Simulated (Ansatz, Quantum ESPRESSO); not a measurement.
# Are band offsets transitive? CdS, Ge and InP

**Set-up.** Quantum ESPRESSO 7.5, LDA with GBRV files. Each pair is a 5 + 5 layer (110) superlattice with atoms on ideal cubic sites at the pair's mean lattice constant; bulk valence tops are placed on the mean potential of each half. An offset X/Y is the valence top of Y less that of X.

| interface | a (Å) | valence offset (eV) |
| --- | --- | --- |
| CdS/Ge | 5.733 | +1.278 |
| Ge/InP | 5.743 | −0.579 |

**Question.** What is the offset CdS/InP, computed at a = 5.831 Å?

**Worked estimate.** If offsets were properties of the bulk crystals alone, they would add: +1.278 + (−0.579) = +0.699 eV.

**Check.** +0.847 eV; the sum misses by −0.148 eV. The rule holds roughly. The three lattice constants differ by up to 1.7 %, so strain shifts of the valence tops enter the miss along with interface dipoles.

**Limits.** No interface relaxation, no spin-orbit coupling, thickness untested.
